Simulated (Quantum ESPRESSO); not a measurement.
# Magnetic state of MnO (Manganosite) from several starts, part 2 of 2

Wanted: the moments of MnO (Manganosite) and the energy of each order that was tried.

Quantum ESPRESSO 7.5; PBEsol; plane waves with GBRV 1.5 PBEsol potentials, no spin-orbit coupling.

So far, absolute magnetization (μB): step 2 (run 1, typed as ferro +) 4.76.

**3. Run 2, typed as antiferro q=(0,1/2,1/2) +−**

This order needs a doubled cell of 4 atoms. The wavevector q is in fractions of the reciprocal vectors of the crystal's primitive cell, as the cells of these inputs are built from it; moments change sign between cells as cos(2π q·R).

Input file pw.in:

```
&CONTROL
  calculation = 'scf'
  prefix = 'pwscf'
  outdir = './tmp'
  pseudo_dir = './pseudo'
  disk_io = 'nowf'
/
&SYSTEM
  ibrav = 0
  nat = 4
  ntyp = 3
  ecutwfc = 40
  ecutrho = 280
  nbnd = 30
  occupations = 'smearing'
  smearing = 'fd'
  degauss = 0.00367493
  nspin = 2
  starting_magnetization(1) = 0.3
  starting_magnetization(2) = -0.3
  starting_magnetization(3) = 0
/
&ELECTRONS
  conv_thr = 8d-09
  electron_maxstep = 150
  mixing_beta = 0.3
/
ATOMIC_SPECIES
Mn1    54.9380 mn_pbesol_v1.5.uspp.F.UPF
Mn2    54.9380 mn_pbesol_v1.5.uspp.F.UPF
O      15.9990 o_pbesol_v1.2.uspp.F.UPF
CELL_PARAMETERS angstrom
   0.0000000000    2.2230000000    2.2230000000
   4.4460000000    0.0000000000    4.4460000000
   4.4460000000    2.2230000000    2.2230000000
ATOMIC_POSITIONS crystal
Mn1     0.0000000000    0.0000000000    0.0000000000
Mn2     0.0000000000    0.5000000000    0.0000000000
O       0.5000000000    0.0000000000    0.5000000000
O       0.5000000000    0.5000000000    0.5000000000
K_POINTS automatic
8 4 8 0 0 0
```

On the command line:

```sh
$ OMP_NUM_THREADS=1 mpirun -n 4 pw.x -nk 4 -in pw.in > pw.out
```

The log of the run:

```text
[banner, memory and clock lines left out]
Program PWSCF v.7.5 starts

     Message from routine setup:
     using ibrav=0 with symmetry is DISCOURAGED, use correct ibrav instead

     bravais-lattice index     =            0
     lattice parameter (alat)  =       5.9409  a.u.
     unit-cell volume          =     296.5343 (a.u.)^3
     number of atoms/cell      =            4
     number of atomic types    =            3
     number of electrons       =        42.00
     number of Kohn-Sham states=           30
     kinetic-energy cutoff     =      40.0000  Ry
     charge density cutoff     =     280.0000  Ry
     scf convergence threshold =      8.0E-09
     mixing beta               =       0.3000
     number of iterations used =            8  plain     mixing
     Exchange-correlation= SLA  PW   PSX  PSC
                           (   1   4  10   8   0   0   0)

     celldm(1)=   5.940915  celldm(2)=   0.000000  celldm(3)=   0.000000
     celldm(4)=   0.000000  celldm(5)=   0.000000  celldm(6)=   0.000000

     crystal axes: (cart. coord. in units of alat)
               a(1) = (   0.000000   0.707107   0.707107 )
               a(2) = (   1.414214   0.000000   1.414214 )
               a(3) = (   1.414214   0.707107   0.707107 )

     reciprocal axes: (cart. coord. in units 2 pi/alat)
               b(1) = ( -0.707107  0.707107  0.707107 )
               b(2) = ( -0.000000 -0.707107  0.707107 )
               b(3) = (  0.707107  0.707107 -0.707107 )

     PseudoPot. # 1 for Mn read from file:
     mn_pbesol_v1.5.uspp.F.UPF
     Pseudo is Ultrasoft + core correction, Zval = 15.0

     PseudoPot. # 2 for Mn read from file:
     mn_pbesol_v1.5.uspp.F.UPF
     Pseudo is Ultrasoft + core correction, Zval = 15.0

     PseudoPot. # 3 for O  read from file:
     o_pbesol_v1.2.uspp.F.UPF
     Pseudo is Ultrasoft + core correction, Zval =  6.0

     atomic species   valence    mass     pseudopotential
     Mn1              15.00    54.93800     Mn( 1.00)
     Mn2              15.00    54.93800     Mn( 1.00)
     O                 6.00    15.99900     O ( 1.00)

     Starting magnetic structure
     atomic species   magnetization
     Mn1             0.300
     Mn2            -0.300
     O               0.000

     16 Sym. Ops., with inversion, found

   Cartesian axes

     site n.     atom                  positions (alat units)
         1        Mn1    tau(   1) = (   0.0000000   0.0000000   0.0000000  )
         2        Mn2    tau(   2) = (   0.7071068   0.0000000   0.7071068  )
         3        O      tau(   3) = (   0.7071068   0.7071068   0.7071068  )
         4        O      tau(   4) = (   1.4142136   0.7071068   1.4142136  )

     number of k points=    39  Fermi-Dirac smearing, width (Ry)=  0.0037
                       cart. coord. in units 2pi/alat
        k(    1) = (   0.0000000   0.0000000   0.0000000), wk =   0.0039062
        k(    2) = (   0.0883883   0.0883883  -0.0883883), wk =   0.0312500
        k(    3) = (   0.1767767   0.1767767  -0.1767767), wk =   0.0312500
        k(    4) = (   0.2651650   0.2651650  -0.2651650), wk =   0.0312500
        k(    5) = (  -0.3535534  -0.3535534   0.3535534), wk =   0.0078125
        [... 34 further k-points ...]

     Dense  grid:    23493 G-vectors     FFT dimensions: (  32,  64,  60)

     Smooth grid:    10133 G-vectors     FFT dimensions: (  24,  48,  45)

     Check: negative core charge=   -0.000053
     Generating pointlists ...
     new r_m :   0.2917 (alat units)  1.7329 (a.u.) for type    1
     new r_m :   0.2917 (alat units)  1.7329 (a.u.) for type    2
     new r_m :   0.2917 (alat units)  1.7329 (a.u.) for type    3

     Initial potential from superposition of free atoms

     starting charge      40.9998, renormalised to      42.0000
     Starting wfcs are   34 randomized atomic wfcs

     Self-consistent Calculation

     iteration #  1     ecut=    40.00 Ry     beta= 0.30
     Davidson diagonalization with overlap
     ethr =  1.00E-02,  avg # of iterations =  2.3

     total energy              =    -486.31427857 Ry
     estimated scf accuracy    <       1.45273984 Ry

     total magnetization       =    -0.00 Bohr mag/cell
     absolute magnetization    =     8.70 Bohr mag/cell

     iteration #  2     ecut=    40.00 Ry     beta= 0.30
     Davidson diagonalization with overlap
     ethr =  3.46E-03,  avg # of iterations =  2.3

     total energy              =    -486.64712594 Ry
     estimated scf accuracy    <       0.12421352 Ry

     total magnetization       =     0.00 Bohr mag/cell
     absolute magnetization    =     8.94 Bohr mag/cell

     [... further iterations left out ...]

     iteration # 11     ecut=    40.00 Ry     beta= 0.30
     Davidson diagonalization with overlap
     ethr =  5.97E-10,  avg # of iterations =  2.1

     negative rho (up, down):  2.889E-04 2.889E-04

     total energy              =    -486.67399090 Ry
     estimated scf accuracy    <       0.00000002 Ry

     total magnetization       =    -0.00 Bohr mag/cell
     absolute magnetization    =     9.27 Bohr mag/cell

     iteration # 12     ecut=    40.00 Ry     beta= 0.30
     Davidson diagonalization with overlap
     ethr =  3.83E-11,  avg # of iterations =  1.8

     negative rho (up, down):  2.890E-04 2.890E-04

     Magnetic moment per site  (integrated on atomic sphere of radius R)
     atom   1 (R=0.292)  charge= 12.5829  magn=  4.0716
     atom   2 (R=0.292)  charge= 12.5829  magn= -4.0716
     atom   3 (R=0.292)  charge=  5.9206  magn= -0.0903
     atom   4 (R=0.292)  charge=  5.9206  magn=  0.0903

     End of self-consistent calculation

     [... lines left out ...]
     the Fermi energy is    13.3768 ev

!    total energy              =    -486.67399093 Ry
     estimated scf accuracy    <          7.3E-09 Ry
     smearing contrib. (-TS)   =      -0.00071749 Ry
     internal energy E=F+TS    =    -486.67327344 Ry

     The total energy is F=E-TS. E is the sum of the following terms:
     one-electron contribution =    -218.71035499 Ry
     hartree contribution      =     131.01956759 Ry
     xc contribution           =     -67.43120105 Ry
     ewald contribution        =    -331.55128498 Ry

     total magnetization       =    -0.00 Bohr mag/cell
     absolute magnetization    =     9.27 Bohr mag/cell

     convergence has been achieved in  12 iterations
```

Elapsed: 15 s, on 4 MPI ranks of Intel Xeon 6975P-C (Granite Rapids), shared host; peak memory 0.46 GiB.

Spin moment in the atom's sphere by atom:

```tsv
atom	spin moment in the atom's sphere (μB)
Mn1	4.07
Mn2	-4.07
O3	-0.09
O4	0.09
```

Numbers from this step:

| Quantity | Value |
| --- | --- |
| smearing term TS | 0.009762 eV |
| magnetization | 0 μB |
| absolute magnetization | 9.273 μB |
| final state | antiferromagnetic |

Spin density in the ac plane of the conventional cell at fractional y = 0.000, with atoms of Mn and O within 0.2 Å of it.

Ten even steps from '0' (-6.7 e/Å³) to '9' (6.7 e/Å³), each cell a mean:
```
96555444445558
65555444445555
55554444445555
55544444444555
55544444444455
55544432344455
55544300244555
55544410344455
55544443444455
55544444444555
55554444445555
55555444445555
76555444445556
97554444445569
```
Columns run along a (4.4 Å), rows up along c (4.4 Å), edges of the conventional cell, whose origin can differ from the input's. Atoms in or near the plane, at fractional coordinates: Mn at (0.00, 0.00), Mn at (0.50, 0.50), O at (0.50, 0.00), O at (0.00, 0.50).

Valence density in the ac plane of the conventional cell at fractional y = 0.000, with atoms of Mn and O within 0.2 Å of it. It is the smooth field of the valence electrons, not physical close to the nuclei.

Ten even steps from '_' (0 e/Å³) to '@' (17 e/Å³), each cell a mean:
```
@@++______..::--..______::%%
--..________....__________::
____________________________
____________________________
____________________________
::..______..++##--________..
--::______--@@####______..--
--..______::%%@@++______..::
..__________::--..________..
____________________________
____________________________
____________________________
##--________..::..______..++
####______..----::______--@@
```
Columns run along a (4.4 Å), rows up along c (4.4 Å), edges of the conventional cell, whose origin can differ from the input's. Atoms in or near the plane, at fractional coordinates: Mn at (0.00, 0.00), Mn at (0.50, 0.50), O at (0.50, 0.00), O at (0.00, 0.50).

**4. Start 3: antiferro q=(0,0,1/2) +−**

This order needs a doubled cell of 4 atoms.

Edit pw.in of step 3 so:

```diff
@@ -33,10 +33,10 @@
    0.0000000000    2.2230000000    2.2230000000
-   4.4460000000    0.0000000000    4.4460000000
-   4.4460000000    2.2230000000    2.2230000000
+   2.2230000000    0.0000000000    2.2230000000
+   4.4460000000    4.4460000000    0.0000000000
 ATOMIC_POSITIONS crystal
 Mn1     0.0000000000    0.0000000000    0.0000000000
-Mn2     0.0000000000    0.5000000000    0.0000000000
-O       0.5000000000    0.0000000000    0.5000000000
-O       0.5000000000    0.5000000000    0.5000000000
+Mn2     0.0000000000    0.0000000000    0.5000000000
+O       0.5000000000    0.5000000000    0.2500000000
+O       0.5000000000    0.5000000000    0.7500000000
 K_POINTS automatic
-8 4 8 0 0 0
+8 8 4 0 0 0
```

The log of the run:

```text
     [... lines left out ...]
Program PWSCF v.7.5 starts
     [... lines left out ...]
     number of atoms/cell      =            4
     [... lines left out ...]
     number of electrons       =        42.00
     number of Kohn-Sham states=           30
     kinetic-energy cutoff     =      40.0000  Ry
     charge density cutoff     =     280.0000  Ry
     scf convergence threshold =      8.0E-09
     [... lines left out ...]
     12 Sym. Ops., with inversion, found
     [... lines left out ...]
     number of k points=    35  Fermi-Dirac smearing, width (Ry)=  0.0037
     [... lines left out ...]
     iteration # 10     ecut=    40.00 Ry     beta= 0.30
     [... lines left out ...]
     Magnetic moment per site  (integrated on atomic sphere of radius R)
     atom   1 (R=0.292)  charge= 12.5960  magn=  4.0546
     atom   2 (R=0.292)  charge= 12.5960  magn= -4.0546
     atom   3 (R=0.292)  charge=  5.9194  magn=  0.0000
     atom   4 (R=0.292)  charge=  5.9194  magn=  0.0000
     [... lines left out ...]
     the Fermi energy is    12.9012 ev
!    total energy              =    -486.68335237 Ry
     estimated scf accuracy    <          6.5E-09 Ry
     smearing contrib. (-TS)   =      -0.00000115 Ry
     [... lines left out ...]
     total magnetization       =     0.00 Bohr mag/cell
     absolute magnetization    =     9.04 Bohr mag/cell
     convergence has been achieved in  10 iterations
```

Run time: 9.2 s. Hardware: 4 MPI ranks; peak memory 0.4 GiB; 35 s of CPU time.

Spin moment in the atom's sphere by atom:

```tsv
atom	spin moment in the atom's sphere (μB)
Mn1	4.05
Mn2	-4.05
O3	0.00
O4	0.00
```

Read from the output:

```yaml
smearing_term_ts: 1.57e-5 eV
magnetization: 0 μB
absolute_magnetization: 9.036 μB
final_state: antiferromagnetic
```

**5. Run 4, typed as no spin polarisation**

Input file pw.in:

```
&CONTROL
  calculation = 'scf'
  prefix = 'pwscf'
  outdir = './tmp'
  pseudo_dir = './pseudo'
  disk_io = 'nowf'
/
&SYSTEM
  ibrav = 0
  nat = 2
  ntyp = 2
  ecutwfc = 40
  ecutrho = 280
  nbnd = 17
  occupations = 'smearing'
  smearing = 'fd'
  degauss = 0.00367493
/
&ELECTRONS
  conv_thr = 4d-09
  electron_maxstep = 150
  mixing_beta = 0.3
/
ATOMIC_SPECIES
Mn     54.9380 mn_pbesol_v1.5.uspp.F.UPF
O      15.9990 o_pbesol_v1.2.uspp.F.UPF
CELL_PARAMETERS angstrom
   0.0000000000    2.2230000000    2.2230000000
   2.2230000000    0.0000000000    2.2230000000
   2.2230000000    2.2230000000    0.0000000000
ATOMIC_POSITIONS crystal
Mn      0.0000000000    0.0000000000    0.0000000000
O       0.5000000000    0.5000000000    0.5000000000
K_POINTS automatic
8 8 8 0 0 0
```

The log of the run:

```text
     [... lines left out ...]
Program PWSCF v.7.5 starts
     [... lines left out ...]
     number of atoms/cell      =            2
     [... lines left out ...]
     number of electrons       =        21.00
     number of Kohn-Sham states=           17
     kinetic-energy cutoff     =      40.0000  Ry
     charge density cutoff     =     280.0000  Ry
     scf convergence threshold =      4.0E-09
     [... lines left out ...]
     48 Sym. Ops., with inversion, found
     [... lines left out ...]
     number of k points=    29  Fermi-Dirac smearing, width (Ry)=  0.0037
     [... lines left out ...]
     iteration # 10     ecut=    40.00 Ry     beta= 0.30
     [... lines left out ...]
     the Fermi energy is    12.6896 ev
!    total energy              =    -243.17103993 Ry
     estimated scf accuracy    <          3.3E-09 Ry
     smearing contrib. (-TS)   =      -0.00467808 Ry
     [... lines left out ...]
     convergence has been achieved in  10 iterations
```

Wall time 2.4 s (4 MPI ranks); peak memory 0.27 GiB; 8.6 s of CPU time.

This step gave:

```
smearing term TS : 0.06365 eV
final state      : non-magnetic (no spin polarisation)
```

**6. Energies of the orders**

An order is kept where moments of 0.15 μB or more survive with the typed signs; meshes match where a doubled cell samples the same k points as the first cell.

Orders:

```tsv
start	final state	typed order kept	energy over the lowest (meV a seeded atom)	largest site moment (μB)	net moment (μB a cell of the first run)	mesh matched	CPU time (s)
ferro +	ferromagnetic	yes	134.1	4.035	4.76	yes	13.42
antiferro q=(0,1/2,1/2) +-	antiferromagnetic	yes	63.68	4.072	0	yes	59.68
antiferro q=(0,0,1/2) +-	antiferromagnetic	yes	0	4.055	0	yes	35.49
no spin polarisation	non-magnetic	-	2322	0	0	yes	8.58
```

**7. Couplings from the energies**

E = −Σ J e·e over ordered pairs of unit vectors, so each pair counts twice. As many shells are taken as there are differences of energy, so the couplings are solved for and no residual tests the model; further shells are folded in, and shells whose pairs keep their relative signs in all orders cancel and are not probed. Couplings from the energies:

```tsv
pair	distance (Å)	neighbours an atom	J (meV)
Mn-Mn	3.144	12	-4.4
Mn-Mn	4.446	6	-6.774
```

**8. Summary of results**

- lowest state found: antiferromagnetic (from antiferro q=(0,0,1/2) +-)
- largest site moment: 4.05 μB
- next state with moments: antiferromagnetic, 63.7 meV a seeded atom higher
- state without moments: 2322 meV a seeded atom higher
- J of the weightiest shell (Mn-Mn, 3.14 Å; E = −Σ J e·e, ordered pairs): -4.40 meV

In words: Forming the moments gains more than four times the spread of the orders, as local moments do. The largest moment changes by 0.89 % between the kept orders, as for well localised moments. Only these 4 starts were compared; other wavevectors, canted and longer-period orders were not. No Hubbard term acts here. In such compounds local and semilocal functionals without one often delocalise the d electrons, and can shrink or lose moments and miss the size, sign and order of the couplings.

[Logs and program files are shortened in this print: banners, set-up blocks, solver, clock and traceback lines can be left out without a mark of their own.]

[Logs are printed without paths, hosts, clocks, repeated set-up lines and the standing remarks that a program may print on its own settings, such as how far it seeks lower states.]

[Hosts, paths, dates, database ids (printed as entryN), source tags and the programs' standing remarks are cut or masked in the printed files.]

[Where a cell is said to come from a database of computed structures, the database is the Materials Project.]
